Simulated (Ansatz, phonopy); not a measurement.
# CeO2 (Fm-3m): a volume series of phonon spectra, part 2 of 2

Wanted: mode Grüneisen parameters of CeO2 and a free-energy fit over volumes.

Ansatz 0.2.0; DFT PBE, scalar-relativistic, plane waves, PAW.

So far. Step 10 (Single point at a scaled cell, V/V0 1.03): The run ends at a pressure of -4.81 GPa. Step 11 (Phonons, V/V0 1.03): No mode is imaginary beyond numerical noise at the solved wavevectors. The highest zone-centre mode (no LO–TO term) moved by -4.5 % for a volume change of +3.0 %.

## (12) Single point at a scaled cell, V/V0 0.97

File input.yaml:

```yaml
crystal:
  lattice:
    - [0.0, 2.7045256389, 2.7045256389]
    - [2.7045256389, 0.0, 2.7045256389]
    - [2.7045256389, 2.7045256389, 0.0]
  atoms:
    - { symbol: Ce, position: [0.0, 0.0, 0.0] }
    - { symbol: O, position: [0.25, 0.25, 0.25] }
    - { symbol: O, position: [0.75, 0.75, 0.75] }
kpoints:
  mp_grid: { grid: [12, 12, 12] }
hamiltonian:
  xc: pbe
scf:
  occupations: { method: fixed }
output:
  forces: true
  stress: true
  eigenvalues: true
```

The run is started by

```sh
ansatz run input.yaml --threads 4 --pin off --max-ram 8192MiB --backend cpu --events-out ev --progress --plain --runs-dir out
```

Elapsed: 0.82 s, on 4 threads of Arm Neoverse V2, shared host; peak memory 0.42 GiB; 2.8 s of CPU time.

The run ends at a pressure of 5.67 GPa.

## (13) Phonons, V/V0 0.97

input.yaml, the sections that differ from step 12:

```yaml
output:
  eigenvalues: true
phonons:
  method: dfpt
  dielectric: true
  rigid_motions: translations
  qmesh: [4, 4, 4]
  temperatures: { t_max: 1000, t_step: 50 }
  qpath:
    path:
      - [[0.0, 0.0, 0.0], [0.5, 0.0, 0.5], [0.625, 0.25, 0.625]]
      - [[0.375, 0.375, 0.75], [0.0, 0.0, 0.0], [0.5, 0.5, 0.5], [0.5, 0.25, 0.75], [0.5, 0.0, 0.5]]
    npoints: 10
# crystal, kpoints, hamiltonian, scf: as in step 12
```

Elapsed: 5.5 min, on 4 threads; peak memory 3 GiB.

LO-TO term included. Phonon branches along the path, in cm⁻¹:

```
    point  branch 1  branch 2  branch 3  branch 4  branch 5  branch 6  branch 7  branch 8  branch 9
        Γ         0         0         0       278       278       437       437       437       532
  halfway        85        85       190       257       257       336       442       442       554
        X       134       134       176       230       230       258       443       443       577
  halfway       133       146       181       230       243       260       438       445       573
        U       129       170       190       216       274       279       422       448       563
jump to K       129       170       190       216       274       279       422       448       563
  halfway       104       105       172       254       330       384       386       448       529
        Γ         0         0         0       278       278       437       437       437       532
  halfway        87        87       150       297       297       416       416       416       524
        L       116       116       212       343       343       373       373       402       509
  halfway       123       162       201       256       278       362       372       449       542
        W       135       197       197       200       208       362       362       468       561
  halfway       135       154       185       223       234       284       422       455       570
        X       134       134       176       230       230       258       443       443       577
```

No mode is imaginary beyond numerical noise at the solved wavevectors. The highest zone-centre mode (no LO–TO term) moved by +4.7 % for a volume change of -3.0 %.

## (14) Single point at a scaled cell, V/V0 1.05

The cell differs from the one that the last finished run ended in (a 3.825 → 3.927 Å, b 3.825 → 3.927 Å, c 3.825 → 3.927 Å).

input.yaml, the sections that differ from step 13:

```yaml
crystal:
  lattice:
    - [0.0, 2.7769216377, 2.7769216377]
    - [2.7769216377, 0.0, 2.7769216377]
    - [2.7769216377, 2.7769216377, 0.0]
  atoms:
    - { symbol: Ce, position: [0.0, 0.0, 0.0] }
    - { symbol: O, position: [0.25, 0.25, 0.25] }
    - { symbol: O, position: [0.75, 0.75, 0.75] }
output:
  forces: true
  stress: true
  eigenvalues: true
# kpoints, hamiltonian, scf: as in step 13
# phonons: removed
```

Elapsed: 0.79 s, on 4 threads; peak memory 0.42 GiB.

The run ends at a pressure of -7.60 GPa.

## (15) Lattice dynamics at this volume, V/V0 1.05

The same q-mesh and k-mesh are kept at every volume, so that much of their error can cancel in the differences.

input.yaml, the sections that differ from step 14:

```yaml
output:
  eigenvalues: true
phonons:
  method: dfpt
  dielectric: true
  rigid_motions: translations
  qmesh: [4, 4, 4]
  temperatures: { t_max: 1000, t_step: 50 }
  qpath:
    path:
      - [[0.0, 0.0, 0.0], [0.5, 0.0, 0.5], [0.625, 0.25, 0.625]]
      - [[0.375, 0.375, 0.75], [0.0, 0.0, 0.0], [0.5, 0.5, 0.5], [0.5, 0.25, 0.75], [0.5, 0.0, 0.5]]
    npoints: 10
# crystal, kpoints, hamiltonian, scf: as in step 14
```

Run time: 6.6 min. Hardware: 4 threads; peak memory 3.2 GiB.

No mode is imaginary beyond numerical noise at the solved wavevectors. The highest zone-centre mode (no LO–TO term) moved by -7.4 % for a volume change of +5.0 %.

## (16) How the modes move with volume

This step: DFT PBE, scalar-relativistic, plane waves, PAW (phonopy 4.10.0).

This step gave:

```
share of modes with a negative Grüneisen parameter : 0
```

Mean Grüneisen, by row:

```
T (K)  heat-capacity-weighted mean  root mean square
   50                        2.677             2.777
  100                          2.7             2.816
  200                        2.475             2.621
  300                        2.385              2.54
  500                        2.329             2.488
  800                        2.308             2.468
```

The mean mode Grueneisen parameter by wavenumber:

```
wavenumber (cm⁻¹)  mean mode Grueneisen parameter
                9                               -
               28                            2.28
               65                            2.12
               84                            2.21
              121                            2.83
              139                            2.66
              158                            3.34
              195                            3.37
              213                            3.45
              232                            3.22
              269                            2.53
              288                            2.32
              325                            1.92
              343                            1.79
              362                            1.72
              399                            1.52
              418                            1.43
              436                            1.33
              473                               -
              492                            1.38
              529                             1.3
              547                            1.25
```

Volume series, by row:

```
 V/V0  V (Å³/atom)  pressure (GPa)  E - E0 (meV/atom)  gap (eV)  zero-point energy (meV/atom)  lowest on the path (cm⁻¹)  highest at Gamma without the LO-TO term (cm⁻¹)
 0.97        13.19           5.672              7.003     1.989                         55.91                          0                                           437.4
0.985        13.39            2.72              1.708     1.944                          54.3                          0                                           427.4
    1         13.6               0                  0     1.899                         52.71                          0                                           417.7
1.015         13.8          -2.503              1.608     1.855                         51.13                          0                                           408.2
 1.03           14           -4.81              6.279     1.813                         49.57                          0                                           398.9
 1.05        14.28          -7.605              16.87     1.757                         47.49                          0                                           386.9
```

Table of optical frequency at Gamma without the LO-TO term by V/V0:

```
  V/V0  mode 4 (cm⁻¹)  mode 7 (cm⁻¹)
0.9700            278            437
0.9850            266            427
1.0000            254            418
1.0150            242            408
1.0300            230            399
1.0500            215            387
```

Grüneisen at points, by row:

```
point  branch  frequency (cm⁻¹)  mode Grüneisen parameter
    Γ       4               254                      3.14
    Γ       6             417.7                      1.54
    Γ       9             509.4                      1.47
    X       1             122.7                      3.31
    X       3             147.6                      6.65
    X       4             205.9                      3.96
    X       6             247.1                      1.44
    X       7             424.4                      1.42
    X       9             556.7                      1.21
    U       1               119                      3.04
    U       2               157                      2.82
    U       3             163.6                      5.48
    U       4             195.7                      3.52
    U       5             252.1                       2.9
    U       6             264.2                      1.73
    U       7             402.5                      1.52
    U       8             430.2                      1.32
    U       9             542.5                      1.25
    K       1               119                      3.04
    K       2               157                      2.82
    K       3             163.6                      5.48
    K       4             195.7                      3.52
    K       5             252.1                       2.9
    K       6             264.2                      1.73
    K       7             402.5                      1.52
    K       8             430.2                      1.32
    K       9             542.5                      1.25
    L       1             109.4                      2.13
    L       3             194.3                      3.16
    L       4             321.7                      2.12
    L       6             353.6                      1.81
    L       8             387.2                      1.24
    L       9             488.1                      1.39
    W       1             123.3                      3.39
    W       2             173.6                      5.25
    W       3             182.5                      4.65
    W       4             184.4                      2.42
    W       6             344.1                      1.68
    W       8             450.3                      1.29
    W       9               540                      1.27
```

## (17) Quasi-harmonic fit by phonopy

Numbers from this step:

```
volume expansion coefficient at 300 K : 41.69 1e-6/K
isothermal bulk modulus at 300 K      : 155.8 GPa
C_P at 300 K                          : 21.85 J/mol-atom/K
Grüneisen parameter at 300 K          : 2.549
```

Energy (each curve on its own zero) against volume; values in meV/atom:

```
volume (Å³/atom)  static  F at 0 K  F at 300 K  F at 1300 K
          13.188       7      11.1        14.8         36.9
          13.392    1.71      4.16        6.59         20.6
          13.596       0      0.86         1.9          7.5
          13.800    1.61      0.89        0.42         -2.8
          14.004    6.28      3.99        1.86        -10.7
          14.276    16.9      12.5        7.91        -18.0
```

Phonopy-qha, vinet fit of F(V) at each temperature; no electronic free energy. Qha vinet, by row:

```
T (K)  fitted volume (Å³/atom)  alpha_V (1e-6/K)  B_T (GPa)  C_P (J/mol-atom/K)  Grueneisen
  100                    13.71              19.9      166.9               9.787       2.801
  150                    13.72             28.77      164.4               14.75       2.678
  200                    13.75             34.55      161.7               18.11         2.6
  250                    13.77             38.59      158.8               20.33       2.562
  300                     13.8             41.69      155.8               21.85       2.549
  350                    13.83             44.29      152.6               22.95        2.55
  400                    13.86             46.66      149.2               23.79        2.56
  450                    13.89             48.92      145.8               24.46       2.578
  500                    13.93              51.2      142.2               25.05         2.6
  550                    13.96             53.55      138.4               25.57       2.627
  600                       14             56.04      134.6               26.07       2.657
  650                    14.04             58.71      130.5               26.56       2.692
  700                    14.08             61.63      126.4               27.05       2.729
  750                    14.13             64.84        122               27.58       2.771
```

Table of volume expansion coefficient, phonopy-qha, Vinet by temperature:

```
temperature (K)  volume expansion coefficient, phonopy-qha, Vinet (1e-6/K)
             75                                                       13.8
            100                                                       19.9
            150                                                       28.8
            175                                                       31.9
            200                                                       34.5
            225                                                       36.7
            275                                                       40.2
            300                                                       41.7
            325                                                       43.0
            375                                                       45.5
            400                                                       46.7
            425                                                       47.8
            450                                                       48.9
            500                                                       51.2
            525                                                       52.4
            550                                                       53.5
            600                                                       56.0
            625                                                       57.4
            650                                                       58.7
            675                                                       60.1
            725                                                       63.2
            750                                                       64.8
```

The fit gives a volume expansion of 41.7 × 10⁻⁶/K at 300 K.

## (18) Results

| Property | Result |
| --- | --- |
| volume expansion coefficient at 300 K | 41.69 1e-6/K |
| isothermal bulk modulus at 300 K | 155.8 GPa |
| C_P at 300 K | 21.85 J/mol-atom/K |
| Grüneisen parameter at 300 K | 2.549 |
| mean mode Grüneisen parameter at 300 K | 2.38 |

**Reading.** Near room temperature CeO2 expands by 41.7 × 10⁻⁶/K in volume by PBE, with C_P = 21.9 J/(mol K) per mole of atoms and B_T = 156 GPa. The table stops at 750 K because beyond it the fitted volume comes within 1 % of the largest computed cell, where the fit loses its support. C_P at room temperature is 88 % of the classical 3R an atom, so the stiffest modes are still partly frozen out. The heat-capacity-weighted Grüneisen parameter goes from 2.68 at 50 K to 2.31 at 800 K. Weighting γ by the density of states and each mode's heat capacity at 300 K, modes below 190 cm⁻¹ give about 43 % of the sum of γC that drives the expansion, those up to 370 cm⁻¹ 42 % and the rest 15 %. Among the labelled points γ is largest for branch 3 at X (148 cm⁻¹, 6.7) and smallest for branch 9 at X (557 cm⁻¹, 1.2). The interpolation has no quadrupole term, so branches near the zone centre are less sure, since this crystal has sites that are not centres of inversion.

Calculation against experiment:

```
              quantity  measured             PBE
lattice constant a (Å)   5.41168  5.464 (+1.0 %)
```

Measured values from pmc:5294393 (2017).

**Verdict.** The lattice constant a is off by +1.0 %: fair agreement. The grades are ours: good and fair within 0.7 and 1.5 % for the lattice constant a. Zero-point motion and thermal expansion are not in the computed lattice constants. As a rule both would widen the computed cell, so the excess over experiment is if anything larger than shown.

[Logs are printed without paths, hosts, clocks, repeated set-up lines and the standing remarks that a program may print on its own settings, such as how far it seeks lower states.]

[Hosts, paths, dates, database ids (printed as entryN), source tags and the programs' standing remarks are cut or masked in the printed files.]

[A step with changed settings may run another functional than the one named; its input shows which.]

[Of the runs on displaced cells, only some may be shown.]
